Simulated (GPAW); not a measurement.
**Ballistic transport through stilbene-4,4'-dithiol between two Ag chains, cheap and dear**

How well does stilbene-4,4'-dithiol between two Ag chains conduct at low bias, and how far do basis and functional move the answer?

Main program and level: GPAW 26.7.0; GPAW LCAO, PAW setups; Landauer transmission from Green's functions with principal layers (ASE), zero bias.

## 1. Starting point

The cell holds 38 atoms: 12 Ag, 2 S, 10 H and 14 C. Cell: a = 12.637 Å, b = 10.145 Å, c = 46.013 Å, α = 90.0°, β = 90.0°, γ = 90.0°. Regions: left lead, 6 atoms (6 Ag); channel, 26 atoms (2 S, 10 H and 14 C); right lead, 6 atoms (6 Ag). Vacuum lies along a and b. The structure is stacked along c, and the current runs across the ab planes.

## 2. GPAW, dzp

The script solves lead and junction separately, takes H and S in the orbital basis, and joins semi-infinite leads through their self-energies; the dzp basis is the working standard.

Contents of run.py:

```python
import json
import numpy as np
from ase import Atoms
from ase.transport.calculators import TransportCalculator
from gpaw import GPAW, FermiDirac
from gpaw.lcao.tools import get_lcao_hamiltonian
from scipy.linalg import eigh

# The junction with lead layers at both ends, along the third cell vector
device = Atoms(
    ['Ag', 'Ag', 'Ag', 'Ag', 'Ag', 'Ag', 'S', 'H', 'C', 'H', 'C', 'C', 'C', 'C', 'H', 'C', 'H', 'C', 'H', 'H', 'C', 'H', 'C', 'H', 'C', 'C', 'C', 'C', 'H', 'C', 'H', 'S', 'Ag', 'Ag', 'Ag', 'Ag', 'Ag', 'Ag'],
    positions=[
        [6.31874, 5.07248, 1.33000],
        [6.31874, 5.07248, 3.99000],
        [6.31874, 5.07248, 6.65000],
        [6.31874, 5.07248, 9.31000],
        [6.31874, 5.07248, 11.97000],
        [6.31874, 5.07248, 14.63000],
        [5.38002, 4.03921, 16.63119],
        [7.72063, 4.32186, 18.35947],
        [5.56411, 4.14670, 18.39683],
        [3.44428, 3.98253, 18.78489],
        [6.82723, 4.27766, 18.97715],
        [4.43653, 4.08777, 19.21747],
        [6.96047, 4.35438, 20.36814],
        [4.57028, 4.16567, 20.60786],
        [7.95423, 4.47630, 20.79235],
        [5.83421, 4.28697, 21.19770],
        [3.67568, 4.11935, 21.22505],
        [5.92830, 4.39444, 22.66025],
        [7.69200, 3.25000, 22.91309],
        [5.13854, 4.97030, 23.13675],
        [6.90260, 3.82648, 23.38957],
        [9.15619, 4.08826, 24.82589],
        [6.99663, 3.93393, 24.85214],
        [4.87723, 3.73836, 25.25731],
        [8.26085, 4.04940, 25.44252],
        [5.87025, 3.86636, 25.68151],
        [8.39443, 4.12631, 26.83299],
        [6.00324, 3.94266, 27.07255],
        [9.38748, 4.22071, 27.26626],
        [7.26559, 4.08137, 27.65277],
        [5.11131, 3.88119, 27.69088],
        [7.45090, 4.16982, 29.41934],
        [6.31874, 5.07248, 31.38327],
        [6.31874, 5.07248, 34.04327],
        [6.31874, 5.07248, 36.70327],
        [6.31874, 5.07248, 39.36327],
        [6.31874, 5.07248, 42.02327],
        [6.31874, 5.07248, 44.68327]],
    cell=[[12.63748, 0.0, 0.0], [0.0, 10.14496, 0.0], [0.0, 0.0, 46.01327]],
    pbc=True)

# One principal layer of the lead: the first 4 atoms of the device
lead = Atoms(
    ['Ag', 'Ag', 'Ag', 'Ag'],
    positions=[
        [6.31874, 5.07248, 1.33000],
        [6.31874, 5.07248, 3.99000],
        [6.31874, 5.07248, 6.65000],
        [6.31874, 5.07248, 9.31000]],
    cell=[[12.63748, 0.0, 0.0], [0.0, 10.14496, 0.0], [0.0, 0.0, 10.64]],
    pbc=True)

settings = dict(mode='lcao', basis='dzp', xc='PBE', h=0.2,
                occupations=FermiDirac(0.1), maxiter=250,
                mixer=dict(beta=0.1, nmaxold=8, weight=100.0),
                convergence=dict(density=0.0001))
energies = np.arange(-3, 3 + 1e-9, 0.075)
eta = 0.0001
n1, n2 = 1, 1
# k and -k transmit alike, so half of the mesh across the current serves
mesh = [(i, j) for i in range(n1) for j in range(n2) if (i, j) <= (-i % n1, -j % n2)]
weights = np.array([1 if (i, j) == (-i % n1, -j % n2) else 2 for i, j in mesh]) / (n1 * n2)

# [... helper functions left out ...]
fermi_lead = ground_state(lead, (1, 1, 11), 'lead.txt')
fermi_device = ground_state(device, (1, 1, 2), 'device.txt')
# [... loop over the mesh left out, but for ...]
        # Shift the lead onto the potential of the device's first layer
        shift = ((H[:, 0, 0] - H0[:, 0, 0]) / S0[0, 0]).real.mean()
# [...]
kT = 8.617333e-5 * 500
bias = [0.1, 0.2, 0.5, 1.0, 1.5, 2.0]
# [... integrals and printing left out ...]
```

Launch:

```bash
> OMP_NUM_THREADS=1 OPENBLAS_NUM_THREADS=1 python run.py
```

The log of the run:

```text
basis functions: device 582, principal layer 108
Fermi level: lead -4.1352 eV, device -4.0583 eV; lead shifted by 0.0069 eV
largest coupling past the next layer 3.56e-05 eV, largest misfit of the first layer 0.158 eV
  E-E_F (eV)   T (one spin)  channels
    -3.000    2.7219e-01    3.0000
    -2.925    1.9525e-01    3.0000
    -2.850    2.1086e-01    3.0000
    -2.775    4.1498e-01    3.0000
    -2.700    3.0069e-02    3.0000
    -2.625    3.0323e-02    3.0000
    -2.550    6.0619e-01    3.0000
    -2.475    6.7282e-01    5.0000
    -2.400    2.4800e-01    5.0000
    -2.325    1.4133e-01    5.0000
    -2.250    1.0221e-01    5.0000
    -2.175    7.3218e-02    3.0000
    -2.100    6.1214e-02    3.0000
    -2.025    5.2027e-02    3.0000
    -1.950    4.6281e-02    3.0000
    -1.875    3.9931e-02    3.0000
[...]
2.475    1.9694e-02    1.0000
     2.550    1.0418e-01    1.0000
     2.625    5.8906e-01    1.0000
     2.700    5.5275e-02    1.0000
     2.775    2.0180e-02    1.0000
     2.850    1.1472e-02    1.0000
     2.925    8.1393e-03    1.0000
     3.000    7.4136e-03    2.0000
conductance at 500 K: 0.083127 G0 a cell; thermopower 86.94 uV/K
current from the zero-bias T(E) at 0.1 V: 0.63686 uA
current from the zero-bias T(E) at 0.2 V: 1.2023 uA
current from the zero-bias T(E) at 0.5 V: 1.905 uA
current from the zero-bias T(E) at 1.0 V: 2.0118 uA
current from the zero-bias T(E) at 1.5 V: 3.3906 uA
current from the zero-bias T(E) at 2.0 V: 4.6231 uA
```

Run time: 2.7 min. Hardware: 1 thread of AMD EPYC 9R14 (Zen 4), shared host; peak memory 2.3 GiB.

This step gave:

```
conductance                                             : 0.08313 G₀
largest coupling past the next principal layer          : 3.56e-5 eV
largest misfit of the first principal layer             : 0.1576 eV
shift that aligns the lead                              : 0.006895 eV
basis functions of the junction                         : 582
basis functions of a principal layer                    : 108
transmission at the Fermi level (one spin)              : 0.06176
open channels of the lead at the Fermi level (one spin) : 1
```

One spin. Transmission, zone mean against energy, zero at the Fermi level:

| energy (eV) | transmission, zone mean |
| --- | --- |
| -3.00 | 0.272 |
| -2.77 | 0.415 |
| -2.55 | 0.606 |
| -2.48 | 0.673 |
| -2.40 | 0.248 |
| -2.17 | 0.0732 |
| -1.95 | 0.0463 |
| -1.73 | 0.0126 |
| -1.57 | 4.9e-9 |
| -1.35 | 0 |
| -1.12 | 0 |
| -0.90 | 0.00724 |
| -0.75 | 0.391 |
| -0.53 | 4.5e-4 |
| -0.30 | 0.00388 |
| -0.07 | 0.343 |
| 0.00 | 0.0618 |
| 0.07 | 0.0114 |
| 0.30 | 0.00134 |
| 0.53 | 4.8e-4 |
| 0.75 | 2.7e-4 |
| 0.90 | 2.2e-4 |
| 1.12 | 1.9e-4 |
| 1.35 | 2.0e-4 |
| 1.57 | 2.6e-4 |
| 1.73 | 3.3e-4 |
| 1.95 | 5.9e-4 |
| 2.17 | 0.00146 |
| 2.40 | 0.00750 |
| 2.55 | 0.104 |
| 2.62 | 0.589 |
| 2.77 | 0.0202 |
| 3.00 | 0.00741 |

Crossings of the lead's bands, unfolded to its shortest repeat. Table of open channels, zone mean by energy, zero at the Fermi level:

| energy (eV) | open channels, zone mean |
| --- | --- |
| -3.0000 | 3 |
| -2.7750 | 3 |
| -2.4750 | 5 |
| -2.2500 | 5 |
| -2.0250 | 3 |
| -1.7250 | 1 |
| -1.5000 | 0 |
| -1.2750 | 0 |
| -0.9750 | 1 |
| -0.7500 | 1 |
| -0.5250 | 1 |
| -0.2250 | 1 |
| 0.0000 | 1 |
| 0.2250 | 1 |
| 0.5250 | 1 |
| 0.7500 | 1 |
| 0.9750 | 1 |
| 1.2750 | 1 |
| 1.5000 | 1 |
| 1.7250 | 1 |
| 2.0250 | 1 |
| 2.2500 | 1 |
| 2.4750 | 1 |
| 2.7750 | 1 |
| 3.0000 | 2 |

Not self-consistent under bias; the bias window is split evenly. The current through one cell, from the zero-bias transmission by bias:

| bias (V) | current through one cell, from the zero-bias transmission (μA) |
| --- | --- |
| 0.100 | 0.637 |
| 0.200 | 1.20 |
| 0.500 | 1.90 |
| 1.000 | 2.01 |
| 1.500 | 3.39 |
| 2.000 | 4.62 |

Table of transmission of the three most open eigenchannels by energy, zero at the Fermi level:

| energy (eV) | channel 1 | channel 2 | channel 3 |
| --- | --- | --- | --- |
| -3.0000 | 0.271 | 8.0e-4 | 4.0e-7 |
| -2.7750 | 0.415 | 1.4e-4 | 9.1e-7 |
| -2.4750 | 0.673 | 9.9e-5 | 1.6e-7 |
| -2.2500 | 0.102 | 1.5e-5 | 9.3e-7 |
| -2.0250 | 0.0520 | 4.9e-6 | 1.3e-6 |
| -1.7250 | 0.0126 | 0 | 0 |
| -1.5000 | 0 | 0 | 0 |
| -1.2750 | 0 | 0 | 0 |
| -0.9750 | 0.00127 | 0 | 0 |
| -0.7500 | 0.391 | 0 | 0 |
| -0.5250 | 4.5e-4 | 0 | 0 |
| -0.2250 | 0.00649 | 0 | 0 |
| 0.0000 | 0.0618 | 0 | 0 |
| 0.2250 | 0.00226 | 0 | 0 |
| 0.5250 | 4.8e-4 | 0 | 0 |
| 0.7500 | 2.7e-4 | 0 | 0 |
| 0.9750 | 2.1e-4 | 0 | 0 |
| 1.2750 | 2.0e-4 | 0 | 0 |
| 1.5000 | 2.3e-4 | 0 | 0 |
| 1.7250 | 3.3e-4 | 0 | 0 |
| 2.0250 | 7.6e-4 | 0 | 0 |
| 2.2500 | 0.00224 | 0 | 0 |
| 2.4750 | 0.0197 | 0 | 0 |
| 2.7750 | 0.0202 | 0 | 0 |
| 3.0000 | 0.00741 | 5.8e-9 | 0 |

One computed point stands apart from its neighbours (T = 0.343 at -0.075 eV, between 0.0216 and 0.0618), which enters the thermal average. Couplings past the next layer reach 3.6e-5 eV, small enough to drop; the matrix elements of the cell's first layer differ from the bulk lead's by up to 0.16 eV. That layer keeps its own values in the calculation, and only beyond it is the lead taken as perfect. The Fermi levels of lead and junction count from different zeros of potential, one for each periodic cell; with both set to zero, the small remaining shift is what aligns them. By hand: G = 0.08313 × 77.48 μS = 6.44 μS, a resistance of 155 kΩ; at 0.1 V a linear junction would pass 0.644 μA, and the integral over the bias window gives 0.637 μA.

## 3. Single-zeta polarised basis

The second zeta is dropped, the polarisation orbitals stay.

Edit run.py of step 2 so:

```diff
@@ -64,3 +64,3 @@
 
-settings = dict(mode='lcao', basis='dzp', xc='PBE', h=0.2,
+settings = dict(mode='lcao', basis='szp(dzp)', xc='PBE', h=0.2,
                 occupations=FermiDirac(0.1), maxiter=250,
```

The log of the run:

```text
basis functions: device 364, principal layer 60
Fermi level: lead -4.0858 eV, device -4.3904 eV; lead shifted by 0.0108 eV
largest coupling past the next layer 3.56e-05 eV, largest misfit of the first layer 0.155 eV
  E-E_F (eV)   T (one spin)  channels
    -3.000    1.4523e-01    3.0000
    -2.925    1.9255e-01    3.0000
    -2.850    3.6048e-01    3.0000
    -2.775    4.3412e-01    3.0000
    -2.700    2.0580e-01    3.0000
    -2.625    1.0992e-01    3.0000
    -2.550    5.2814e-02    3.0000
    -2.475    3.1157e-02    3.0000
    -2.400    2.4121e-02    5.0000
    -2.325    2.2988e-02    5.0000
    -2.250    2.4594e-02    5.0000
    -2.175    2.7883e-02    3.0000
    -2.100    2.8485e-02    3.0000
    -2.025    3.3806e-02    3.0000
    -1.950    4.3037e-02    3.0000
    -1.875    6.4587e-02    3.0000
[...]
2.475    1.4571e-02    1.0000
     2.550    9.3629e-03    1.0000
     2.625    7.0984e-03    1.0000
     2.700    6.0290e-03    1.0000
     2.775    5.5923e-03    1.0000
     2.850    5.5746e-03    1.0000
     2.925    5.7582e-03    1.0000
     3.000    1.8388e-02    2.0000
conductance at 500 K: 0.017537 G0 a cell; thermopower 106.2 uV/K
current from the zero-bias T(E) at 0.1 V: 0.13762 uA
current from the zero-bias T(E) at 0.2 V: 0.2749 uA
current from the zero-bias T(E) at 0.5 V: 0.48995 uA
current from the zero-bias T(E) at 1.0 V: 0.71309 uA
current from the zero-bias T(E) at 1.5 V: 3.1133 uA
current from the zero-bias T(E) at 2.0 V: 3.4868 uA
```

Wall time 2.2 min (1 thread); peak memory 2.3 GiB.

Numbers from this step:

```yaml
conductance: 0.01754 G₀
largest_misfit_of_the_first_principal_layer: 0.1554 eV
shift_that_aligns_the_lead: 0.01080 eV
basis_functions_of_the_junction: 364
basis_functions_of_a_principal_layer: 60
transmission_at_the_fermi_level_one_spin: 0.008102
```

One spin. Transmission, zone mean against energy, zero at the Fermi level:

| energy (eV) | transmission, zone mean |
| --- | --- |
| -3.00 | 0.145 |
| -2.77 | 0.434 |
| -2.70 | 0.206 |
| -2.40 | 0.0241 |
| -2.17 | 0.0279 |
| -1.88 | 0.0646 |
| -1.73 | 0.672 |
| -1.57 | 5.1e-4 |
| -1.27 | 0 |
| -0.97 | 9.8e-5 |
| -0.75 | 0.0316 |
| -0.68 | 0.323 |
| -0.45 | 0.00366 |
| -0.15 | 0.0195 |
| -0.07 | 0.0754 |
| 0.00 | 0.00810 |
| 0.15 | 0.00169 |
| 0.45 | 4.2e-4 |
| 0.75 | 2.5e-4 |
| 0.97 | 2.3e-4 |
| 1.27 | 3.0e-4 |
| 1.57 | 5.5e-4 |
| 1.88 | 0.00187 |
| 2.17 | 0.0423 |
| 2.25 | 0.560 |
| 2.40 | 0.0303 |
| 2.70 | 0.00603 |
| 3.00 | 0.0184 |

Crossings of the lead's bands, unfolded to its shortest repeat. Table of open channels, zone mean by energy, zero at the Fermi level:

| energy (eV) | open channels, zone mean |
| --- | --- |
| -3.00 | 3 |
| -2.77 | 3 |
| -2.55 | 3 |
| -2.40 | 5 |
| -2.17 | 3 |
| -1.95 | 3 |
| -1.73 | 1 |
| -1.57 | 1 |
| -1.35 | 0 |
| -1.12 | 0 |
| -0.90 | 1 |
| -0.75 | 1 |
| -0.53 | 1 |
| -0.30 | 1 |
| -0.07 | 1 |
| 0.00 | 1 |
| 0.07 | 1 |
| 0.30 | 1 |
| 0.53 | 1 |
| 0.75 | 1 |
| 0.90 | 1 |
| 1.12 | 1 |
| 1.35 | 1 |
| 1.57 | 1 |
| 1.73 | 1 |
| 1.95 | 1 |
| 2.17 | 1 |
| 2.40 | 1 |
| 2.55 | 1 |
| 2.77 | 1 |
| 3.00 | 2 |

Not self-consistent under bias; the bias window is split evenly. The current through one cell, from the zero-bias transmission by bias:

| bias (V) | current through one cell, from the zero-bias transmission (μA) |
| --- | --- |
| 0.100 | 0.138 |
| 0.200 | 0.275 |
| 0.500 | 0.490 |
| 1.000 | 0.713 |
| 1.500 | 3.11 |
| 2.000 | 3.49 |

The transmission of the three most open eigenchannels by energy, zero at the Fermi level:

| energy (eV) | channel 1 | channel 2 | channel 3 |
| --- | --- | --- | --- |
| -3.0000 | 0.145 | 1.1e-5 | 7.1e-7 |
| -2.7750 | 0.434 | 2.3e-6 | 5.2e-7 |
| -2.4750 | 0.0312 | 4.8e-7 | 2.1e-7 |
| -2.2500 | 0.0246 | 5.8e-7 | 2.4e-7 |
| -2.0250 | 0.0338 | 7.7e-7 | 1.2e-7 |
| -1.7250 | 0.672 | 0 | 0 |
| -1.5000 | 0 | 0 | 0 |
| -1.2750 | 0 | 0 | 0 |
| -0.9750 | 9.8e-5 | 0 | 0 |
| -0.7500 | 0.0316 | 0 | 0 |
| -0.5250 | 0.0233 | 0 | 0 |
| -0.2250 | 8.7e-4 | 0 | 0 |
| 0.0000 | 0.00810 | 0 | 0 |
| 0.2250 | 0.00106 | 0 | 0 |
| 0.5250 | 3.5e-4 | 0 | 0 |
| 0.7500 | 2.5e-4 | 0 | 0 |
| 0.9750 | 2.3e-4 | 0 | 0 |
| 1.2750 | 3.0e-4 | 0 | 0 |
| 1.5000 | 4.5e-4 | 0 | 0 |
| 1.7250 | 9.2e-4 | 0 | 0 |
| 2.0250 | 0.00547 | 0 | 0 |
| 2.2500 | 0.560 | 0 | 0 |
| 2.4750 | 0.0146 | 0 | 0 |
| 2.7750 | 0.00559 | 0 | 0 |
| 3.0000 | 0.0184 | 3.3e-6 | 0 |

The conductance, 0.0175 G₀, lies 79 % below that of the dzp run. One computed point stands apart from its neighbours (T = 0.0754 at -0.075 eV, between 0.0195 and 0.00810), which enters the thermal average.

## 4. GPAW, sz: basis = "sz(dzp)"

The minimal basis is the cheapest rung: no second zeta and no polarisation.

Edit run.py of step 3 so:

```diff
@@ -64,3 +64,3 @@
 
-settings = dict(mode='lcao', basis='szp(dzp)', xc='PBE', h=0.2,
+settings = dict(mode='lcao', basis='sz(dzp)', xc='PBE', h=0.2,
                 occupations=FermiDirac(0.1), maxiter=250,
```

The log of the run:

```text
basis functions: device 218, principal layer 48
Fermi level: lead -4.0943 eV, device -4.4992 eV; lead shifted by 0.0107 eV
largest coupling past the next layer 3.59e-05 eV, largest misfit of the first layer 0.093 eV
  E-E_F (eV)   T (one spin)  channels
    -3.000    9.8413e-01    3.0000
    -2.925    9.1974e-01    3.0000
    -2.850    6.4547e-01    3.0000
[...]
2.925    3.3903e-03    1.0000
     3.000    9.8378e-03    2.0000
conductance at 500 K: 0.0056391 G0 a cell; thermopower 107.7 uV/K
current from the zero-bias T(E) at 0.1 V: 0.044758 uA
current from the zero-bias T(E) at 0.2 V: 0.09343 uA
current from the zero-bias T(E) at 0.5 V: 0.22798 uA
current from the zero-bias T(E) at 1.0 V: 1.3548 uA
current from the zero-bias T(E) at 1.5 V: 3.617 uA
current from the zero-bias T(E) at 2.0 V: 3.6862 uA
```

The job ended after 1.8 min (1 thread; peak memory 2.2 GiB).

This step gave:

- conductance: 0.005639 G₀
- largest coupling past the next principal layer: 3.59e-5 eV
- largest misfit of the first principal layer: 0.09320 eV
- shift that aligns the lead: 0.01066 eV
- basis functions of the junction: 218
- basis functions of a principal layer: 48
- transmission at the Fermi level (one spin): 0.003347

One spin. Transmission, zone mean against energy, zero at the Fermi level:

| energy (eV) | transmission, zone mean |
| --- | --- |
| -3.00 | 0.984 |
| -2.77 | 0.324 |
| -2.55 | 0.209 |
| -2.40 | 0.00250 |
| -2.17 | 0.0329 |
| -1.95 | 0.620 |
| -1.88 | 0.950 |
| -1.73 | 0.0756 |
| -1.57 | 0.00742 |
| -1.35 | 0 |
| -1.12 | 0 |
| -0.90 | 1.0e-4 |
| -0.75 | 0.00211 |
| -0.53 | 0.383 |
| -0.30 | 0.0579 |
| -0.07 | 0.0141 |
| 0.00 | 0.00335 |
| 0.07 | 0.00162 |
| 0.30 | 4.8e-4 |
| 0.53 | 2.5e-4 |
| 0.75 | 1.9e-4 |
| 0.90 | 1.8e-4 |
| 1.12 | 1.9e-4 |
| 1.35 | 2.6e-4 |
| 1.57 | 4.3e-4 |
| 1.73 | 7.1e-4 |
| 1.95 | 0.00228 |
| 2.17 | 0.0323 |
| 2.25 | 0.530 |
| 2.40 | 0.0209 |
| 2.55 | 0.00631 |
| 2.77 | 0.00353 |
| 3.00 | 0.00984 |

The conductance, 0.00564 G₀, lies a factor of 15 below that of the dzp run. One computed point stands apart from its neighbours (T = 4.9e-5 at -0.225 eV, between 0.0579 and 0.0212), which enters the thermal average.

## 5. LDA in the dzp basis: xc = "LDA"

Back in the dzp basis, the functional changes from PBE to LDA, to set the spread between functionals beside that between bases.

Edit run.py of step 4 so:

```diff
@@ -64,3 +64,3 @@
 
-settings = dict(mode='lcao', basis='sz(dzp)', xc='PBE', h=0.2,
+settings = dict(mode='lcao', basis='dzp', xc='LDA', h=0.2,
                 occupations=FermiDirac(0.1), maxiter=250,
```

The log of the run:

```text
basis functions: device 582, principal layer 108
Fermi level: lead -4.5459 eV, device -4.3943 eV; lead shifted by 0.0073 eV
largest coupling past the next layer 3.39e-05 eV, largest misfit of the first layer 0.174 eV
  E-E_F (eV)   T (one spin)  channels
    -3.000    2.9658e-01    3.0000
    -2.925    2.2092e-01    3.0000
    -2.850    2.0123e-01    3.0000
[...]
2.925    6.6789e-03    1.0000
     3.000    5.6586e-03    1.0000
conductance at 500 K: 0.07659 G0 a cell; thermopower 65.68 uV/K
current from the zero-bias T(E) at 0.1 V: 0.57796 uA
current from the zero-bias T(E) at 0.2 V: 1.0608 uA
current from the zero-bias T(E) at 0.5 V: 1.6335 uA
current from the zero-bias T(E) at 1.0 V: 1.7384 uA
current from the zero-bias T(E) at 1.5 V: 3.2859 uA
current from the zero-bias T(E) at 2.0 V: 4.5266 uA
```

Wall time 2.6 min (1 thread); peak memory 2.3 GiB.

This step gave:

```
conductance                                    : 0.07659 G₀
largest coupling past the next principal layer : 3.39e-5 eV
largest misfit of the first principal layer    : 0.1737 eV
shift that aligns the lead                     : 0.007292 eV
basis functions of the junction                : 582
basis functions of a principal layer           : 108
transmission at the Fermi level (one spin)     : 0.08803
```

One spin. Transmission, zone mean against energy, zero at the Fermi level:

| energy (eV) | transmission, zone mean |
| --- | --- |
| -3.00 | 0.297 |
| -2.85 | 0.201 |
| -2.70 | 0.465 |
| -2.55 | 0.119 |
| -2.48 | 0.518 |
| -2.33 | 0.0999 |
| -2.17 | 0.0645 |
| -2.02 | 0.0511 |
| -1.88 | 0.0510 |
| -1.73 | 0.0600 |
| -1.57 | 0.177 |
| -1.35 | 0 |
| -1.20 | 0 |
| -1.05 | 4.7e-11 |
| -0.90 | 0.00849 |
| -0.75 | 0.351 |
| -0.60 | 0.0119 |
| -0.38 | 1.3e-4 |
| -0.23 | 0.00538 |
| -0.07 | 0.215 |
| 0.00 | 0.0880 |
| 0.07 | 0.0140 |
| 0.23 | 0.00262 |
| 0.38 | 0.00101 |
| 0.60 | 4.3e-4 |
| 0.75 | 3.0e-4 |
| 0.90 | 2.5e-4 |
| 1.05 | 2.2e-4 |
| 1.20 | 2.2e-4 |
| 1.35 | 2.3e-4 |
| 1.57 | 2.9e-4 |
| 1.73 | 3.8e-4 |
| 1.88 | 5.6e-4 |
| 2.02 | 9.2e-4 |
| 2.17 | 0.00187 |
| 2.33 | 0.00540 |
| 2.55 | 0.549 |
| 2.70 | 0.0291 |
| 2.85 | 0.00886 |
| 3.00 | 0.00566 |

The conductance, 0.0766 G₀, lies 7.9 % below that of the dzp run. One computed point stands apart from its neighbours (T = 0.215 at -0.075 eV, between 0.0182 and 0.0880), which enters the thermal average.

## 6. Cost and result by level

Times are for 1 thread of AMD EPYC 9R14 (Zen 4), shared host. The series side by side:

| no. | run | conductance (G₀) | time | memory (GiB) |
| --- | --- | --- | --- | --- |
| 1 | dzp | 0.08313 | 2.7 min | 2.3 |
| 2 | szp | 0.01754 | 2.2 min | 2.3 |
| 3 | sz | 0.005639 | 1.8 min | 2.2 |
| 4 | dzp LDA | 0.07659 | 2.6 min | 2.3 |

[end of part 1 of 2]

[Logs are printed without paths, hosts, clocks, repeated set-up lines and the standing remarks that a program may print on its own settings, such as how far it seeks lower states.]

[Hosts, paths, dates, database ids (printed as entryN), source tags and the programs' standing remarks are cut or masked in the printed files.]
